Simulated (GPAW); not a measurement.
**Optical response of BP**

Aim: the dielectric function of BP, and the optical constants that follow from it.

Program: GPAW 26.7.0. Level of theory: DFT, PBE, plane-wave PAW (GPAW data sets), scalar-relativistic, RPA, optical limit. Results are calculated unless marked as measured.

## Step 1: The starting structure

Symmetry: F-43m, No. 216, cubic system. Conventional cell: a = 4.538 Å, b = 4.538 Å, c = 4.538 Å, α = 90.00°, β = 90.00°, γ = 90.00°. Nearest to P lie 4 B at 1.97 Å. B has 4 P at 1.97 Å nearest. Farther neighbours are not listed.

As a file:

```xyz
2
Lattice="0.0000 2.2690 2.2690 2.2690 0.0000 2.2690 2.2690 2.2690 0.0000" Properties=species:S:1:pos:R:3 pbc="T T T"
P     3.4035    3.4035    3.4035
B     0.0000    0.0000    0.0000
```

## Step 2: Dielectric function, RPA

Transitions between filled and empty bands, summed over the zone, give the optical response, so mesh, band count and broadening shape it.

The induced potential is part of this response.

File df.py:

```python
from gpaw.response.df import DielectricFunction

df = DielectricFunction('full.gpw', frequencies={'type': 'nonlinear', 'domega0': 0.03, 'omega2': 8},
                        ecut=50,
                        eta=0.12,
                        nbands=20,
                        txt='df.txt')
for direction in ['x']:
    df.get_dielectric_function(xc='RPA', direction=direction, filename=f'df_{direction}.csv')
```

Started as:

```console
OMP_NUM_THREADS=1 python df.py
```

Numbers of over 12 decimals in the logs are rounded to 6 here.

Output:

```text
Using integrator: PointIntegrator
NonLinearFrequencyDescriptor(from 0.000 to 52.646 eV, 472 points)
Nonperiodic BCs:  [False False False]
Using integrator: PointIntegrator
NonLinearFrequencyDescriptor(from 0.000 to 52.646 eV, 472 points)
Nonperiodic BCs:  [False False False]

Calculating chi0 body with:
    Ground state adapter containing:
    Number of spins: 1
    Number of kpoints: 2744
    Number of irreducible kpoints: 104
    Number of completely occupied states: 4
    Number of partially occupied states: 4

    Linear response parametrization:
    q_c: [0.0, 0.0, 0.0]
    Number of frequency points: 472
    Planewave cutoff: 50.0
    Number of bands: 20
    Number of planewaves: 15
    Broadening (eta): 0.12

Integrating chi0 body.

Symmetries of q_c:
    Direct symmetries (Uq -> q): 24
    Indirect symmetries (TUq -> q): 24
In total 48 allowed symmetries.

104 groups of equivalent kpoints. 96.209913% reduction.

Integral kind: spectral function

Calculating chi0 optical extensions with:
    Ground state adapter containing:
    Number of spins: 1
    Number of kpoints: 2744
    Number of irreducible kpoints: 104
    Number of completely occupied states: 4
    Number of partially occupied states: 4

    Linear response parametrization:
    Number of frequency points: 472
    Planewave cutoff: 50.0
    Number of bands: 20
    Number of planewaves: 15
    Broadening (eta): 0.12
Integrating chi0 head and wings.

Symmetries of q_c:
    Direct symmetries (Uq -> q): 24
    Indirect symmetries (TUq -> q): 24
In total 48 allowed symmetries.

104 groups of equivalent kpoints. 96.209913% reduction.

Integral kind: spectral function wings
```

Wall time 3.9 s (1 thread of Arm Neoverse V2, shared host); peak memory 0.2 GiB.

Numbers from this step:

| Quantity | Value |
| --- | --- |
| electronic dielectric constant ε∞, mean over x, y and z (by symmetry where fewer were run) | 8.941 |
| main peak of Im epsilon, first axis | 5.779 eV |

The Im ε, E ∥ x has structure finer than the step of the table below, so its rows give means over 0.5 eV, whole bins alone (the curve runs from 0 to 14.0 eV). Peaks (eV: height): 5.77: 31.3, 6.49: 27.8.

Values under the direct gap are tails of Lorentzian lines. Im ε, E ∥ x against photon energy; means over each step:

| photon energy (eV) | Im ε, E ∥ x |
| --- | --- |
| 0.5 | 0.0281 |
| 1.0 | 0.0594 |
| 1.5 | 0.0987 |
| 2.0 | 0.154 |
| 2.5 | 0.249 |
| 3.0 | 0.496 |
| 3.5 | 2.12 |
| 4.0 | 4.48 |
| 4.5 | 7.35 |
| 5.0 | 10.7 |
| 5.5 | 22.0 |
| 6.0 | 23.5 |
| 6.5 | 22.8 |
| 7.0 | 12.9 |
| 7.5 | 7.04 |
| 8.0 | 6.11 |
| 8.5 | 6.94 |
| 9.0 | 5.90 |
| 9.5 | 3.89 |
| 10.0 | 2.40 |
| 10.5 | 2.22 |
| 11.0 | 2.71 |
| 11.5 | 2.41 |
| 12.0 | 1.90 |
| 12.5 | 1.28 |
| 13.0 | 1.36 |
| 13.5 | 1.22 |

Table of Re ε, E ∥ x by photon energy:

```
photon energy (eV)  Re ε, E ∥ x
               0.0         8.94
               0.5         9.00
               1.0         9.18
               1.5         9.50
               2.0         10.0
               2.5         10.8
               3.0         12.2
               3.5         14.6
               4.0         14.5
               4.5         16.1
               5.0         18.8
               5.5         19.9
               6.0        -2.27
               6.5        -1.81
               7.0        -8.62
               7.5        -7.46
               8.0        -3.91
               8.5        -3.18
               9.0        -5.27
               9.5        -4.64
              10.0        -3.59
              10.5        -2.37
              11.0        -2.29
              11.5        -2.12
              12.0        -2.65
              12.5        -1.86
              13.0        -1.59
              13.5        -1.46
```

Reflectivity at normal incidence, E ∥ x against photon energy; read off at these points:

```
photon energy (eV)  reflectivity at normal incidence, E ∥ x (%)
             0.000                                         24.9
             0.250                                         24.9
             0.500                                         25.0
             0.750                                         25.1
             1.000                                         25.4
             1.250                                         25.7
             1.500                                         26.0
             1.750                                         26.5
             2.000                                         27.0
             2.250                                         27.7
             2.500                                         28.5
             2.750                                         29.5
             3.000                                         30.8
             3.250                                         32.5
             3.500                                         34.4
             3.750                                         36.2
             4.000                                         35.3
             4.250                                         37.2
             4.500                                         39.7
             4.750                                         38.9
             5.000                                         43.1
             5.250                                         45.8
             5.500                                         50.5
             5.750                                         57.0
             5.918                                         59.4
             6.000                                         56.8
             6.250                                         50.7
             6.500                                         60.0
             6.656                                         66.7
             6.750                                         65.5
             7.000                                         63.1
             7.210                                         66.1
             7.250                                         66.0
             7.500                                         65.4
             7.750                                         56.1
             8.000                                         52.2
             8.250                                         48.1
             8.500                                         48.7
             8.750                                         53.3
             9.000                                         59.1
             9.250                                         60.8
             9.500                                         62.0
             9.750                                         65.5
             9.888                                         67.9
            10.000                                         64.1
            10.250                                         60.3
            10.500                                         52.9
            10.750                                         46.1
            11.000                                         47.6
            11.250                                         53.0
            11.500                                         47.8
            11.750                                         52.4
            12.000                                         58.3
            12.250                                         64.5
            12.500                                         55.9
            12.750                                         54.9
            13.000                                         49.6
            13.250                                         52.0
            13.500                                         51.6
            13.750                                         49.0
```

Table of refractive index n and extinction k by photon energy:

```csv
photon energy (eV),n,k
0.0,2.99,0
0.5,3.00,0.00466
1.0,3.03,0.00975
1.5,3.08,0.0159
2.0,3.16,0.0242
2.5,3.29,0.0372
3.0,3.49,0.0660
3.5,3.83,0.227
4.0,3.85,0.537
4.5,4.14,1.02
5.0,4.49,1.20
5.5,4.95,2.15
6.0,3.11,3.45
6.5,3.61,3.85
7.0,1.94,3.52
7.5,1.17,2.97
8.0,1.32,2.38
8.5,1.52,2.34
9.0,1.14,2.56
9.5,0.818,2.30
10.0,0.575,1.98
10.5,0.649,1.67
11.0,0.828,1.73
11.5,0.751,1.64
12.0,0.565,1.72
12.5,0.465,1.44
13.0,0.533,1.37
13.5,0.461,1.29
```

The Im ε, E ∥ x has structure finer than the step of the table below, so its rows give means over 0.25 eV, whole bins alone (the curve runs from 0 to 14.0 eV). Peaks (eV: height): without local fields 5.765: 34.3, 6.494: 29.9; with local fields 5.765: 31.3, 6.494: 27.8.

Values under the direct gap are tails of Lorentzian lines. Table of Im ε, E ∥ x by photon energy; means over each step:

```
photon energy (eV)  without local fields  with local fields
              0.25                0.0149             0.0138
              0.50                0.0302             0.0280
              0.75                0.0464             0.0429
              1.00                0.0640             0.0592
              1.25                0.0836             0.0773
              1.50                 0.106             0.0981
              1.75                 0.133              0.123
              2.00                 0.166              0.153
              2.25                 0.208              0.192
              2.50                 0.266              0.245
              2.75                 0.353              0.326
              3.00                 0.509              0.469
              3.25                 0.953              0.877
              3.50                  2.04               1.87
              3.75                  4.54               4.16
              4.00                  4.66               4.29
              4.25                  5.55               5.06
              4.50                  8.86               8.09
              4.75                  8.57               7.84
              5.00                  11.7               10.7
              5.25                  16.3               14.7
              5.50                  24.1               21.6
              5.75                  33.0               30.0
              6.00                  24.0               22.4
              6.25                  22.0               19.7
              6.50                  27.3               25.6
              6.75                  17.0               17.0
              7.00                  13.4               13.2
              7.25                  9.49               9.60
              7.50                  6.89               6.97
              7.75                  5.87               5.66
              8.00                  6.59               6.22
              8.25                  6.75               6.30
              8.50                  7.47               7.08
              8.75                  7.06               7.04
              9.00                  5.81               5.89
              9.25                  4.57               4.69
              9.50                  3.72               3.83
              9.75                  2.96               3.09
             10.00                  2.29               2.31
             10.25                  2.27               2.19
             10.50                  2.28               2.18
             10.75                  2.64               2.53
             11.00                  2.76               2.81
             11.25                  2.31               2.42
             11.50                  2.45               2.44
             11.75                  2.31               2.40
             12.00                  1.74               1.93
             12.25                  1.25               1.34
             12.50                  1.29               1.30
             12.75                  1.29               1.28
             13.00                  1.39               1.41
             13.25                  1.23               1.30
             13.50                  1.15               1.21
             13.75                  1.17               1.23
```

Optical constants at common wavelengths, from n + ik = √ε:

| wavelength (nm) | n | k | R (%) | 1/α |
| --- | --- | --- | --- | --- |
| 1064 | 3.04 | 0.012 | 25.5 | 7.3 µm |
| 800 | 3.09 | 0.017 | 26.1 | 3.8 µm |
| 633 | 3.16 | 0.023 | 26.9 | 2.2 µm |
| 450 | 3.38 | 0.048 | 29.5 | 744 nm |
| 405 | 3.52 | 0.073 | 31.2 | 442 nm |
| 248 | 4.49 | 1.194 | 43.1 | 17 nm |
| 193 | 3.70 | 3.339 | 55.5 | 4.6 nm |

Below the direct gap, k and the depth come from the tails of the Lorentzian lines, not from transitions.

Rows near the edge hang on the gap, which this functional as a rule makes too small, and phonon-assisted absorption is left out.

## Step 3: What came out

| Item | Value |
| --- | --- |
| electronic dielectric constant ε∞, mean over x, y and z (by symmetry where fewer were run) (RPA) | 8.94 |
| main peak of Im epsilon, first axis | 5.78 eV |

**Reading.** At this level (PBE, RPA) BP has ε∞ = 8.94 and n = 3.01 at 1550 nm, and Im ε peaks at 5.8 eV. Local fields change the static value along x from 9.42 to 8.94 (-5 %). Distinct maxima of Im ε, read by a parabola through the highest points, lie at 5.78 eV (31), 6.52 eV (28) and 8.62 eV (7.3). Excitons and phonon-assisted transitions are missing; PBE gaps are as a rule too small, which pulls the onset down and ε∞ up. The sum runs over mesh points, so small or evenly spaced maxima can still be ripples of the mesh.

[Machine, clock and banner lines and Python warnings are left out of the logs.]

[Logs are printed without paths, hosts, clocks, repeated set-up lines and the standing remarks that a program may print on its own settings, such as how far it seeks lower states.]

[Hosts, paths, dates, database ids (printed as entryN), source tags and the programs' standing remarks are cut or masked in the printed files.]
